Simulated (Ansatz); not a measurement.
## NaGeF3 (model cell, started as cubic perovskite with Ge in the octahedra): following an unstable mode

Wanted: the energy along a soft mode of NaGeF3 (model cell, started as cubic perovskite with Ge in the octahedra) and the structure at the end.

Program: Ansatz 0.2.0. Level of theory: DFT PBEsol, scalar-relativistic, plane waves, PAW; PAW set soft_1. Results are calculated unless marked as measured.

This is a report of a sequence of runs, with most program output left out.

The structure was built from a prototype and need not be the compound's stable phase.

### Step 1. The structure

Symmetry: Pm-3m, No. 221, cubic system. The conventional cell has a = 4.341 Å, b = 4.341 Å, c = 4.341 Å, α = 90.00°, β = 90.00°, γ = 90.00°. Nearest to Na lie 12 F at 3.07 Å. Nearest to Ge lie 6 F at 2.17 Å. F has 2 Ge at 2.17 Å nearest. Farther neighbours and most contacts between anions are not listed.

### Step 2. Response at finite wavevector

The cell comes from relaxations at this level that are not shown. Stability and thermal properties need the whole zone. Linear response on a 2×2×2 q mesh gives force constants as far as a supercell of that size would, and the tensors from the zone-centre run are typed in so that the long-range dipole term is interpolated apart.

Input file input.yaml:

```yaml
crystal:
  lattice:
    - [4.3407137908, 0.0, 0.0]
    - [0.0, 4.3407137908, 0.0]
    - [0.0, 0.0, 4.3407137908]
  atoms:
    - { symbol: Na, position: [0.0, 0.0, 0.0] }
    - { symbol: Ge, position: [0.5, 0.5, 0.5] }
    - { symbol: F, position: [0.5, 0.5, 0.0] }
    - { symbol: F, position: [0.5, 0.0, 0.5] }
    - { symbol: F, position: [0.0, 0.5, 0.5] }
kpoints:
  mp_grid: { grid: [12, 12, 12] }
hamiltonian:
  xc: pbesol
  pseudopotentials: { kind: paw, azcp: { folder: soft_1 }, xc_functional: pbe }
scf:
  occupations: { method: fixed }
output:
  eigenvalues: true
phonons:
  method: dfpt
  qmesh: [2, 2, 2]
  temperatures: { t_max: 1000, t_step: 50 }
  qpath:
    path:
      - [[0.0, 0.0, 0.0], [0.0, 0.5, 0.0], [0.5, 0.5, 0.0], [0.0, 0.0, 0.0], [0.5, 0.5, 0.5], [0.0, 0.5, 0.0]]
      - [[0.5, 0.5, 0.5], [0.5, 0.5, 0.0]]
    npoints: 10
  non_analytic_term:
    high_frequency_dielectric_tensor: [[3.6621, 0.0, 0.0], [0.0, 3.6621, 0.0], [0.0, 0.0, 3.6621]]
    born_effective_charges:
      - { species: Na, tensor: [[1.2203, 0.0, 0.0], [0.0, 1.2203, 0.0], [0.0, 0.0, 1.2203]] }
      - { species: Ge, tensor: [[3.677, 0.0, 0.0], [0.0, 3.677, 0.0], [0.0, 0.0, 3.677]] }
      - { species: F, tensor: [[-0.4161, 0.0, 0.0], [0.0, -0.4161, 0.0], [0.0, 0.0, -4.0652]] }
      - { species: F, tensor: [[-0.4161, 0.0, 0.0], [0.0, -4.0652, 0.0], [0.0, 0.0, -0.4161]] }
      - { species: F, tensor: [[-4.0652, 0.0, 0.0], [0.0, -0.4161, 0.0], [0.0, 0.0, -0.4161]] }
    source: "zone-centre run at this cell"
```

Run with:

```
$ ansatz run input.yaml --threads 8 --pin off --max-ram 16384MiB --backend cpu --events-out ev --progress --plain --runs-dir out
```

Run time: 3.2 min. Hardware: 8 threads of Arm Neoverse V1, shared host; peak memory 1.9 GiB.

Numbers from this step:

```
gap on the k-mesh                                       : 1.303 eV
volume per atom                                         : 16.36 Å³
sum-rule residual before enforcement                    : 2.84e-4 eV/Å²
lowest frequency on the path                            : -237.6 cm⁻¹
point group                                             : m-3m
highest frequency on the path or at a solved wavevector : 418.4 cm⁻¹
highest optical mode at the zone centre (no LO-TO term) : 144.9 cm⁻¹
lowest optical zone-centre mode                         : -237.6 cm⁻¹
lowest mode on the q mesh (acoustic modes at Γ apart)   : -237.6 cm⁻¹
```

Frequencies (cm⁻¹) solved at each irreducible wavevector; negative means imaginary. Frequencies by wavevector, by row:

```
q in reciprocal lattice units  star  mode 1  mode 2  mode 3  mode 4  mode 13  mode 14  mode 15
                        0 0 0     1  -237.6  -237.6  -237.6  -112.7    144.9    144.9    144.9
                     0 0 -0.5     3  -225.9  -225.9  -108.1  -108.1    112.6      255    395.2
                  0 -0.5 -0.5     3  -213.6  -123.1    -116    -116    245.7    297.6    408.5
               -0.5 -0.5 -0.5     1  -123.7  -123.7  -123.7  -111.3    297.2    297.2    418.4
```

Interpolated from a 2×2×2 q mesh, rough between the solved points, with the LO-TO term (at Γ the limit along the path; where Γ stands inside the path, tables give the limit on arrival). The phonon branches at the labelled points (cm⁻¹):

```
    point  branch 1  branch 2  branch 3  branch 4  branch 12  branch 13  branch 14  branch 15
        Γ      -238      -238      -167      -113        117        145        145        392
  halfway      -232      -232      -117      -110        134        134        186        394
        X      -226      -226      -108      -108        113        113        255        395
  halfway      -220      -119       -98       -98        184        192        250        395
        M      -214      -123      -116      -116        246        246        298        408
  halfway      -226      -136      -104       -90        144        179        198        378
        Γ      -238      -238      -167      -113        117        145        145        392
  halfway      -127      -127       -97       -96        181        192        192        366
        R      -124      -124      -124      -111        215        297        297        418
  halfway      -117      -113      -111      -104        191        205        242        392
        X      -226      -226      -108      -108        113        113        255        395
jump to R      -124      -124      -124      -111        215        297        297        418
  halfway      -123      -117      -117       -99        234        234        297        407
        M      -214      -123      -116      -116        246        246        298        408
```

Symmetry leaves 4 wavevectors to solve. The lowest mode among them, the acoustic zeros apart, lies at Γ and is imaginary, 237.6i cm⁻¹, so the energy falls along it.

### Step 3. The mode frozen in, largest atomic shift 0 Å

The mode followed lies at Γ with frequency 237.6i cm⁻¹ and is 3-fold degenerate, the softest among the wavevectors solved. At small amplitude the distorted cell has space group no. 38 by a symmetry search on the positions. The undistorted cell that holds it gives the zero of energy on the same k mesh.

input.yaml, the sections that differ from step 2:

```yaml
scf:
  occupations: { method: gaussian, width: 0.02 }
output:
  forces: true
  stress: true
  eigenvalues: true
# crystal, kpoints, hamiltonian: as in step 2
# phonons: removed
```

It took 2 s on 8 threads; peak memory 0.5 GiB; 14 s of CPU time.

Numbers from this step:

- pressure: -0.009594 GPa
- energy from the undistorted cell: 0 meV/atom

At this level the gap is 1.30 eV on the k-mesh of the self-consistent run, which can miss the band edges.

### Step 4. The mode frozen in, largest atomic shift 0.22 Å

The atoms are moved along the unstable eigenvector, the largest shift by 0.22 Å, with the cell fixed.

input.yaml, the sections that differ from step 3:

```yaml
crystal:
  lattice:
    - [4.3407137908, 0.0, 0.0]
    - [0.0, 4.3407137908, 0.0]
    - [0.0, 0.0, 4.3407137908]
  atoms:
    - { symbol: Na, position: [0.0, -0.0028870584, -0.0028870584] }
    - { symbol: Ge, position: [0.5, 0.5061401449, 0.5061401449] }
    - { symbol: F, position: [0.5, 0.5143191107, -0.0486181066] }
    - { symbol: F, position: [0.5, -0.0486181066, 0.5143191107] }
    - { symbol: F, position: [0.0, 0.5143191107, 0.5143191107] }
# kpoints, hamiltonian, scf, output: as in step 3
```

It took 11 s on 8 threads; peak memory 0.77 GiB.

Numbers from this step:

```yaml
pressure: 1.494 GPa
gap_on_the_k_mesh: 1.841 eV
energy_from_the_undistorted_cell: -26.11 meV/atom
```

The energy, extrapolated to zero smearing, is -26.11 meV/atom against the undistorted cell.

The run ends at a pressure of 1.49 GPa, with forces up to 0.28 eV/Å.

### Step 5. Energy along the mode, all amplitudes (two of the runs are shown above)

An imaginary frequency means negative curvature, so the energy should fall and then rise again as anharmonic terms take over.

This step gave:

```yaml
depth_at_the_lowest_point_sampled: 26.11 meV/atom
largest_atomic_shift_at_that_point: 0.22 Å
```

The energy from the parent by largest atomic shift:

```
largest atomic shift (Å)  energy from the parent (meV/atom)
                   0.000                                  0
                   0.040                              -1.42
                   0.080                              -5.42
                   0.140                              -14.6
                   0.220                              -26.1
                   0.320                              -17.5
                   0.450                                105
```

Displacement at unit largest shift by atom:

```
atom  x (Å)   y (Å)   z (Å)   size
 Na1  0.000  -0.057  -0.057  0.081
 Ge2  0.000   0.121   0.121  0.171
  F3  0.000   0.283  -0.959  1.000
  F4  0.000  -0.959   0.283  1.000
  F5  0.000   0.283   0.283  0.400
```

The lowest of the steps tried is at 0.22 Å, 26.1 meV/atom below the parent; the bottom of the well need not coincide with a step.

### Step 6. Relaxing from the distorted cell

Starting from the lowest point found, all atoms and the cell are let go, so that strain and other modes of the same symmetry can join in.

Changes to input.yaml since step 4:

```diff
@@ -17,3 +17,3 @@
 scf:
-  occupations: { method: gaussian, width: 0.02 }
+  occupations: { method: fixed }
 output:
@@ -22 +22,6 @@
   eigenvalues: true
+relax:
+  adjacent_minimum: "off"
+  f_tol: 0.002
+  max_steps: 120
+  cell: { stress_tol: 0.03 }
```

Elapsed: 7.1 min, on 8 threads; peak memory 1.1 GiB.

Step by step (22 of 39):

```
step  energy less that of the first step (eV)  largest force component (eV/Å)  pressure (GPa)  volume (Å³)
   1                                   0.0000                          0.1947            1.49        81.79
   3                                  -0.2104                          0.3823           -2.02        86.99
   5                                  -0.1996                          0.5664            3.64        81.42
   6                                  -0.3256                          0.0314           -0.54        86.62
   8                                  -0.3445                          0.0835            0.56        81.78
  10                                  -0.3548                          0.0479            0.34        79.68
  12                                  -0.3624                          0.0502            0.15        77.31
  14                                  -0.3619                          0.0022           -0.02        78.12
  15                                  -0.3620                          0.0006            0.00        78.05
  17                                  -0.4765                          0.0943            0.94        76.95
  19                                  -0.4894                          0.0802           -0.36        80.38
  21                                  -0.4905                          0.0101           -0.01        80.26
  23                                  -0.4906                          0.0003            0.00        80.19
  25                                  -0.5137                          0.0198            0.24        80.92
  26                                  -0.5122                          0.0964            0.12        82.45
  28                                  -0.5135                          0.0117            0.03        82.18
  30                                  -0.5133                          0.0006            0.00        82.28
  32                                  -0.5195                          0.0086            0.02        82.80
  34                                  -0.5192                          0.0012            0.00        82.95
 35*                                  -0.5207                          0.0012            0.01        82.95
  37                                  -0.5204                          0.0041           -0.01        83.13
 39*                                  -0.5208                          0.0001            0.00        83.12
```

Relaxation steps marked * repeat the geometry before them on a plane-wave basis chosen anew for their cell, so energy and pressure can jump there. Other such steps can lie between the rows shown. Relaxation steps 5, 27 were tried and not accepted.

Forces are held to the 4 operations that the run works with; a distortion that breaks them can't arise in this run.

```
     cell as run  before   after   change
           a (Å)   4.341   4.281   -1.4 %
           b (Å)   4.341   4.677   +7.7 %
           c (Å)   4.341   4.677   +7.7 %
           α (°)   90.00  117.44  +30.5 %
volume (Å³/atom)   16.36   16.62   +1.6 %
```

The atoms that moved most (Å, as changes of fractional coordinates times the final cell):

```
atom     dx      dy      dz  length
  F4  0.000  -0.258   0.458   0.526
  F3  0.000   0.458  -0.258   0.526
 Ge2  0.000  -0.098  -0.098   0.139
 Na1  0.000  -0.072  -0.072   0.102
  F5  0.000  -0.030  -0.030   0.042
```

This step gave:

```
pressure          : 0.002169 GPa
gap on the k-mesh : 4.129 eV
volume per atom   : 16.62 Å³
```

The distorted start has space group Amm2; the relaxation ends in Amm2.

### Step 7. The new phase in its own primitive cell

The relaxed structure is symmetrised, reduced to its primitive cell and relaxed tightly, as its phonons need.

input.yaml, the sections that differ from step 6:

```yaml
crystal:
  lattice:
    - [4.2814164379, 0.0, 0.0]
    - [0.0, 3.9973179457, 2.4283314265]
    - [0.0, -3.9973179457, 2.4283314265]
  atoms:
    - { symbol: Na, position: [0.0, 0.9760254019, 0.9760254019] }
    - { symbol: Ge, position: [0.5, 0.4776185372, 0.4776185372] }
    - { symbol: F, position: [0.5, 0.6068228889, 0.9171276012] }
    - { symbol: F, position: [0.5, 0.9171276012, 0.6068228889] }
    - { symbol: F, position: [0.0, 0.5056787721, 0.5056787721] }
kpoints:
  mp_grid: { grid: [6, 6, 6] }
relax:
  adjacent_minimum: "off"
  f_tol: 0.001
  max_steps: 60
  cell: { stress_tol: 0.01 }
# hamiltonian, scf, output: as in step 6
```

Wall time 11 s (8 threads); peak memory 0.5 GiB; 82 s of CPU time.

Little changed from the start: no atom moved by 0.005 Å and no cell edge by 0.1 %.

This step gave:

* pressure: 0.001274 GPa
* gap on the k-mesh: 4.130 eV
* volume per atom: 16.63 Å³
* direct gap on mesh: 4.321 eV

The largest force component left is 0.32 meV/Å and the pressure is 0.001 GPa, within the tolerances set. The cell now holds 16.63 Å³/atom.

[end of part 1 of 2]

[Logs are printed without paths, hosts, clocks, repeated set-up lines and the standing remarks that a program may print on its own settings, such as how far it seeks lower states.]

[Hosts, paths, dates, database ids (printed as entryN), source tags and the programs' standing remarks are cut or masked in the printed files.]
